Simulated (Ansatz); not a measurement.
# Phonons of BN (P6_3/mmc) against volume, part 2 of 3

Aim: how do the optical modes of BN (P6_3/mmc) move with volume?

Ansatz 0.2.0; DFT PBE+D3(BJ), scalar-relativistic, plane waves, PAW; PAW set soft_1.

So far. Step 3 (Tight relaxation): The forces vanish by symmetry and the pressure is 0.000 GPa, within the tolerances set. The cell now holds 8.99 Å³/atom.

The database entry behind the starting cell differs from later determinations by our own check (about 0.3 % short, minor phase), so it need not match the best structure at ambient conditions.

### Step 4. Modes at rest

The modes at rest are the reference of the series, and the response to a field gives the dielectric tensor and the Born charges.

File input.yaml:

```yaml
crystal:
  lattice:
    - [2.5057811762, 0.0, 0.0]
    - [-1.2528905881, 2.170070155, 0.0]
    - [0.0, 0.0, 6.6148819158]
  atoms:
    - { symbol: B, position: [0.3333333333, 0.6666666667, 0.25] }
    - { symbol: B, position: [0.6666666667, 0.3333333333, 0.75] }
    - { symbol: "N", position: [0.3333333333, 0.6666666667, 0.75] }
    - { symbol: "N", position: [0.6666666667, 0.3333333333, 0.25] }
kpoints:
  mp_grid: { grid: [12, 12, 4] }
hamiltonian:
  xc: pbe
  dispersion: d3bj
  pseudopotentials: { kind: paw, azcp: { folder: soft_1 } }
scf:
  occupations: { method: fixed }
output:
  eigenvalues: true
phonons:
  method: dfpt
  dielectric: true
  rigid_motions: translations
  raman: true
```

Command:

```console
$ ansatz run input.yaml --threads 4 --pin off --max-ram 16384MiB --backend cpu --events-out ev --progress --plain --runs-dir out
```

Numbers of over 12 decimals in the logs are rounded to 6 here.

The log of the run:

```text
[...]
Crystal: 4 atoms, lattice volume = 35.970 Å³
Basis set: ecut = 420 eV, 713 PW (Γ), exchange–correlation on 36×36×96 points (8 copies of the dense FFT grid, shifted against one another)
Bands: 12, of which v1, the nominal top of the filled ones, is band 8 counted from 1 (7 counted from 0)
Symmetry: 24 space group operations
k-points: 164 of 576 (irreducible under 2 space group operations, time reversal used)
[...]
SCF iter   1: F=—  HF=-1088.037984 eV  |F-HF|=—  |Δ(HF+E_count)|=         —  Δρ=1.46e-1  dr2=7.56e0  ethr=3.10e-3  ⟨swp⟩=4.9  Hψ=10465  notcnv=0  defer=262
[...]
SCF iter   9: F=-1085.386302 eV  HF=-1085.386302 eV  |F-HF|=6.82e-13  |Δ(HF+E_count)|=  2.82e-11  Δρ=3.17e-8  dr2=1.48e-13  ethr=1.00e-12  ⟨swp⟩=8.0  Hψ=12445  notcnv=0
SCF 1 converged in 9 iterations: F = -1085.386302 eV  dr2 = 1.48e-13
[...]
DFPT response loops at Γ: preconditioner auto → Resta (q_TF=auto, 2.384 Å⁻¹)  ε∞=3.7 (no band partly filled); β = 1.00, the filter's whole step (`scf.mixing.beta` (0.50) is not read by the response loops at its default; to damp them type it under 1.00, their step now; it binds the ground state too); Broyden in place of MSR1
── the response to a field inside a basis, on 16×16×6 k-points: an SCF that follows is theirs, and a resumed run solves both again ──
Bands: 9, of which v1, the nominal top of the filled ones, is band 8 counted from 1 (7 counted from 0)
k-points: 216 of 1536 (irreducible under 8 space group operations)
[...]
Eigensolver: Dense (216 Hₖ)
SCF iter   1: F=—  HF=-1085.387978 eV  |F-HF|=—  |Δ(HF+E_count)|=         —  Δρ=2.57e-4  dr2=3.03e-6  ethr=1.00e-1
[...]
SCF iter   5: F=-1085.387984 eV  HF=-1085.387984 eV  |F-HF|=8.87e-12  |Δ(HF+E_count)|=   1.44e-9  Δρ=3.37e-7  dr2=1.54e-11  ethr=1.19e-11
SCF 1 converged in 5 iterations: F = -1085.387984 eV  dr2 = 1.54e-11
[...]
SCF converged after 9 iterations
Free energy (F): -1085.386302 eV
[...]
Internal energy: -1085.386302 eV  (E = F + TS)
E sigma→0 (E₀):  -1085.386302 eV
Fermi energy:    4.764834 eV
[...]
--- Band table (eV; the first three rows and the last of 164) ---
  k-point 0: bands = [... 4 lower, 3.4346, 3.4346, 3.4726, 3.4726, 10.0519, 15.1209, 16.3193, 16.3193]
  k-point 1: bands = [... 4 lower, 3.4403, 3.4403, 3.4676, 3.4676, 10.7584, 14.2300, 16.3376, 16.3376]
  k-point 2: bands = [... 4 lower, 3.4538, 3.4538, 3.4538, 3.4538, 12.4339, 12.4339, 16.3823, 16.3823]
  k-point 163: bands = [... 4 lower, -1.0867, -1.0867, 3.6397, 3.6397, 10.4574, 10.4574, 16.8738, 16.8738]
--- Phonons (Γ-DFPT): 4 representative perturbations + reference, on 164 of 576 k-points (Σ response iterations 12) ---
  k mesh reduced under 2 symmetry operations, with k and −k counted as one. Each operation leaves every solved perturbation unchanged. A smaller set is not considered because the run solves the response to a homogeneous field
  ASR residual: 1.252e-5 → 0.000e0 eV/Å²; symmetrization residual: 9.890e-7 eV/Å²
  pairwise dispersion correction: d3bj (s6 = 1.0, s8 = 0.7875, a1 = 0.4289, a2_bohr = 4.4407), with the weights of each atom's references fixed at the reference crystal's, and the forces and stress that the weights' published response gives there kept as a pressure on the atom's counted neighbours (hamiltonian.dispersion)
  ASR residual per site (eV/Å²): 1.25e-5 1.25e-5 6.37e-6 6.37e-6
  Γ frequencies (cm⁻¹): 0.00 0.00 0.00 46.24 46.24 118.77 743.22 795.54 1354.53 1354.53 1354.56 1354.56
  ε∞ (high-frequency dielectric tensor):
        4.762150    -0.000000     0.000000
        0.000000     4.762150     0.000000
        0.000000     0.000000     2.709232
  ε⁰ (static dielectric tensor: ions relaxed, cell fixed):
        6.565696    -0.000000    -0.000000
       -0.000000     6.565696     0.000000
       -0.000000     0.000000     3.169541
  ε⁰ − ε∞ (ionic part):
        1.803546    -0.000000    -0.000000
       -0.000000     1.803546     0.000000
       -0.000000     0.000000     0.460309
  softest optical mode at Γ: 46.24 cm⁻¹; the repairs (sum rule, projections) moved no ω² at Γ by more than (0.78 cm⁻¹)²
  Born effective charges Z* (e; rows j = field, columns β = displacement):
    site 0:
         2.71653   -0.00000    0.00000
        -0.00000    2.71653    0.00000
         0.00000    0.00000    0.75300
    site 1:
         2.71653   -0.00000    0.00000
        -0.00000    2.71653    0.00000
         0.00000    0.00000    0.75300
    site 2:
        -2.71653    0.00000   -0.00000
         0.00000   -2.71653   -0.00000
         0.00000   -0.00000   -0.75300
    site 3:
        -2.71653    0.00000   -0.00000
         0.00000   -2.71653   -0.00000
         0.00000   -0.00000   -0.75300
  Z* charge neutrality: 1.958e-5 e pre-enforcement
  k-mesh period / interband length: 30.1 Å / 1.33 Å = 22.56 at k = (0.0000, -0.5000, 0.2500), direct gap 4.913 eV — 14 or more, which is no proof of convergence
  Raman tensors (in the event stream and the table raman_tensors.tsv): an entry may err by 7.9e-4 Å², one of the second-order susceptibility by 3.0e-20 pm/V (basis, points and sum rule); their sum over the sites missed zero by 2.665e-15 Å² ahead of its enforcement
  optical modes at Γ without the LO–TO term, one row a degenerate level:
      ω (cm⁻¹)  modes    IR ((D/Å)²/amu)  static Raman (Å⁴/amu)  depolarisation
         46.24      2             0.0000                 0.0582           0.750
        118.77      1             0.0000                 0.0000               —
        743.22      1             4.2880                 0.0000               —
        795.54      1             0.0000                 0.0000               —
       1354.53      2             0.0000               660.8294           0.750
       1354.56      2           111.6169                 0.0000               —
  optical modes at Γ + LO–TO along q̂ = [1.0000, 0.0000, 0.0000]:
      ω (cm⁻¹)  modes    IR ((D/Å)²/amu)  static Raman (Å⁴/amu)  depolarisation
         46.24      2             0.0000                 0.0582           0.750
        118.77      1             0.0000                 0.0000               —
        743.22      1             4.2880                 0.0000               —
        795.54      1             0.0000                 0.0000               —
       1354.53      2             0.0000               660.8294           0.750
       1354.56      1            55.8084                 0.0000               —
       1590.51      1            55.8084                 0.0000               —
  optical modes at Γ + LO–TO along q̂ = [0.0000, 1.0000, 0.0000]:
      ω (cm⁻¹)  modes    IR ((D/Å)²/amu)  static Raman (Å⁴/amu)  depolarisation
         46.24      2             0.0000                 0.0582           0.750
        118.77      1             0.0000                 0.0000               —
        743.22      1             4.2880                 0.0000               —
        795.54      1             0.0000                 0.0000               —
       1354.53      2             0.0000               660.8294           0.750
       1354.56      1            55.8084                 0.0000               —
       1590.51      1            55.8084                 0.0000               —
  optical modes at Γ + LO–TO along q̂ = [0.0000, 0.0000, 1.0000]:
      ω (cm⁻¹)  modes    IR ((D/Å)²/amu)  static Raman (Å⁴/amu)  depolarisation
         46.24      2             0.0000                 0.0582           0.750
        118.77      1             0.0000                 0.0000               —
        795.54      1             0.0000                 0.0000               —
        803.88      1             4.2880                 0.0000               —
       1354.53      2             0.0000               660.8294           0.750
       1354.56      2           111.6169                 0.0000               —
```

It took 1.9 min on 4 threads of Intel Xeon Platinum 8259CL at 2.50GHz (Skylake/Cascade Lake), shared host; peak memory 1.5 GiB; 7 min of CPU time.

This step gave:

```
sum-rule residual before enforcement                    : 1.25e-5 eV/Å²
miss of the charge sum rule                             : 1.96e-5 e
point group                                             : 6/mmm
highest optical mode at the zone centre (no LO-TO term) : 1355 cm⁻¹
lowest optical zone-centre mode                         : 46.24 cm⁻¹
mean high-frequency dielectric constant                 : 4.078
largest Born charge (third of the trace)                : 2.062 e
mean static dielectric constant                         : 5.434
top of the zone-centre spectrum with the field          : 1591 cm⁻¹
```

Without the LO-TO term. Patterns of degenerate modes are one choice out of their space. Modes at Γ, with each element's share of the kinetic energy:

```csv
mode,frequency (cm⁻¹),symmetry,B %,N %
1,0.0,acoustic,44,56
2,0.0,acoustic,44,56
3,0.0,acoustic,44,56
4,46.2,E2g,44,56
5,46.2,E2g,44,56
6,118.8,B1g,44,56
7,743.2,A2u,56,44
8,795.5,B1g,56,44
9,1354.5,not assigned,56,44
10,1354.5,not assigned,56,44
11,1354.6,not assigned,56,44
12,1354.6,not assigned,56,44
```

Displacements in mode 5 (46.2 cm⁻¹), the largest set to 1:
```
B1  -0.20 -1.00  0.00
B2   0.20  1.00  0.00
N3   0.20  1.00  0.00
N4  -0.20 -1.00  0.00
```

Displacements in mode 12 (1354.6 cm⁻¹), the largest set to 1:
```
B1   1.00  0.00  0.00
B2   1.00  0.00  0.00
N3  -0.77  0.00  0.00
N4  -0.77  0.00  0.00
```

Optical modes at the zone centre, without and with the macroscopic field of the longitudinal modes; each column is sorted by frequency, so a row need not hold one and the same mode. Modes with and without the field, by row:

```
rank among optical modes  no field (cm⁻¹)  q along (1, 0, 0) (cm⁻¹)  q along (0, 0, 1) (cm⁻¹)
                       1             46.2                      46.2                      46.2
                       2             46.2                      46.2                      46.2
                       3            118.8                     118.8                     118.8
                       4            743.2                     743.2                     795.5
                       5            795.5                     795.5                     803.9
                       6             1354                      1354                      1354
                       7             1354                      1354                      1354
                       8             1355                      1355                      1355
                       9             1355                      1590                      1355
```

Born charge (rows field, columns displacement) (e), principal values of the symmetric part by kind of site:

```csv
atom,atoms with these values,low,middle,high,mean
B1,2,0.75,2.72,2.72,2.06
N3,2,-2.72,-2.72,-0.75,-2.06
```

In full for B1:

```
2.72 0.00 0.00
0.00 2.72 0.00
0.00 0.00 0.75
```

High-frequency dielectric tensor:

```
4.76 0.00 0.00
0.00 4.76 0.00
0.00 0.00 2.71
```

Static dielectric tensor (ions relaxed, fixed cell):

```
6.57 0.00 0.00
0.00 6.57 0.00
0.00 0.00 3.17
```

Transverse modes. Infrared lines, with heights relative to the strongest:

```csv
position (cm⁻¹),relative intensity
46,0.0
119,0.0
743,3.8
796,0.0
1354,0.0
1355,100
```

Activity x (w_L - w)^4 (n + 1)/w, 532 nm, 300 K; modes without the macroscopic field alone. Lines of the Raman spectrum (strongest = 100):

```
position (cm⁻¹)  relative intensity
             46                 1.7
            119                 0.0
            743                 0.0
            796                 0.0
           1354                 100
           1355                 0.0
```

Before it was imposed, the acoustic sum rule was missed by 1.3e-5 eV/Å² and the charge sum rule by 2.0e-5 e. Small misses are needed for a sound result but don't prove that mesh and cutoff are converged. The lowest optical mode is real, 46.2 cm⁻¹.

### Step 5. Relaxation of a member: 1.06 times the volume at rest

The cell is set to 1.06 times the volume at rest, and shape and atoms relax at that volume.

input.yaml, the sections that differ from step 4:

```yaml
crystal:
  lattice:
    - [2.5240612789, 0.0, 0.0]
    - [-1.2620306395, 2.1859011883, 0.0]
    - [0.0, 0.0, 6.9105793342]
  atoms:
    - { symbol: B, position: [0.3333333333, 0.6666666667, 0.25] }
    - { symbol: B, position: [0.6666666667, 0.3333333333, 0.75] }
    - { symbol: "N", position: [0.3333333333, 0.6666666667, 0.75] }
    - { symbol: "N", position: [0.6666666667, 0.3333333333, 0.25] }
output:
  forces: true
  stress: true
  eigenvalues: true
relax:
  adjacent_minimum: "off"
  f_tol: 0.001
  max_steps: 60
  cell: { stress_tol: 0.01, fix: [volume] }
# kpoints, hamiltonian, scf: as in step 4
# phonons: removed
```

The log of the run:

```text
[...]
Crystal: 4 atoms, lattice volume = 38.128 Å³
Basis set: ecut = 420 eV, 737 PW (Γ), exchange–correlation on 36×36×96 points (8 copies of the dense FFT grid, shifted against one another)
Bands: 12, of which v1, the nominal top of the filled ones, is band 8 counted from 1 (7 counted from 0)
Symmetry: 24 space group operations
[...]
k-points: 57 of 576
[...]
--- Relaxed structure (6 steps of the walk, 6 accepted, 2 SCFs on fresh bases) ---
[...]
cell:  # Å, volume = 38.1281 Å³
    - [2.508934, 2.8694498967310183e-11, 0.0]
    - [-1.254467, 2.172800, 0.0]
    - [0.0, 0.0, 6.994164]
  atoms:
    - { symbol: B, position: [0.333333, 0.666667, 0.250000] }
    - { symbol: B, position: [0.666667, 0.333333, 0.750000] }
    - { symbol: N, position: [0.333333, 0.666667, 0.750000] }
    - { symbol: N, position: [0.666667, 0.333333, 0.250000] }
[key lines of the parts left out:]
SCF converged after 5 iterations
Free energy (F): -1085.377549 eV
Fermi energy:    4.174777 eV
P = ⅓ Tr σ = -1.1557 GPa (-11.557 kbar)
```

Run time: 4.3 s. Hardware: 4 threads; peak memory 0.39 GiB.

The steps of the relaxation:

| step | energy less that of the first step (eV) | largest force component (eV/Å) | pressure (GPa) | volume (Å³) |
| --- | --- | --- | --- | --- |
| 1 | 0.0000 | 0.0000 | -5.11 | 38.13 |
| 2 | -0.0075 | 0.0000 | -2.67 | 38.13 |
| 3 | -0.0087 | 0.0000 | -1.22 | 38.13 |
| 4 | -0.0087 | 0.0000 | -1.23 | 38.13 |
| 5* | -0.0089 | 0.0000 | -1.22 | 38.13 |
| 6 | -0.0089 | 0.0000 | -1.18 | 38.13 |
| 7 | -0.0089 | 0.0000 | -1.16 | 38.13 |
| 8* | -0.0089 | 0.0000 | -1.16 | 38.13 |

Relaxation steps marked * repeat the geometry before them on a plane-wave basis chosen anew for their cell, so energy and pressure can jump there.

The run keeps the 24 symmetry operations that it works with, so distortions that break them were not tested.

```csv
"conventional cell, symmetrised",before,after,change
a (Å),2.524,2.509,-0.6 %
b (Å),2.524,2.509,-0.6 %
c (Å),6.911,6.994,+1.2 %
volume (Å³/atom),9.53,9.53,-0.0 %
```

Final coordinates:

```xyz
4
Lattice="2.5089 0.0000 0.0000 -1.2545 2.1728 0.0000 0.0000 0.0000 6.9942" Properties=species:S:1:pos:R:3 pbc="T T T"
B     0.0000    1.4485    1.7485
B     1.2545    0.7243    5.2456
N     0.0000    1.4485    5.2456
N     1.2545    0.7243    1.7485
```

Numbers from this step:

- pressure: -1.156 GPa
- gap on the k-mesh: 4.347 eV
- volume per atom: 9.532 Å³

The forces vanish by symmetry, at a pressure of -1.16 GPa.

[end of part 2 of 3]

[Logs are printed without paths, hosts, clocks, repeated set-up lines and the standing remarks that a program may print on its own settings, such as how far it seeks lower states.]

[Hosts, paths, dates, database ids (printed as entryN), source tags and the programs' standing remarks are cut or masked in the printed files.]
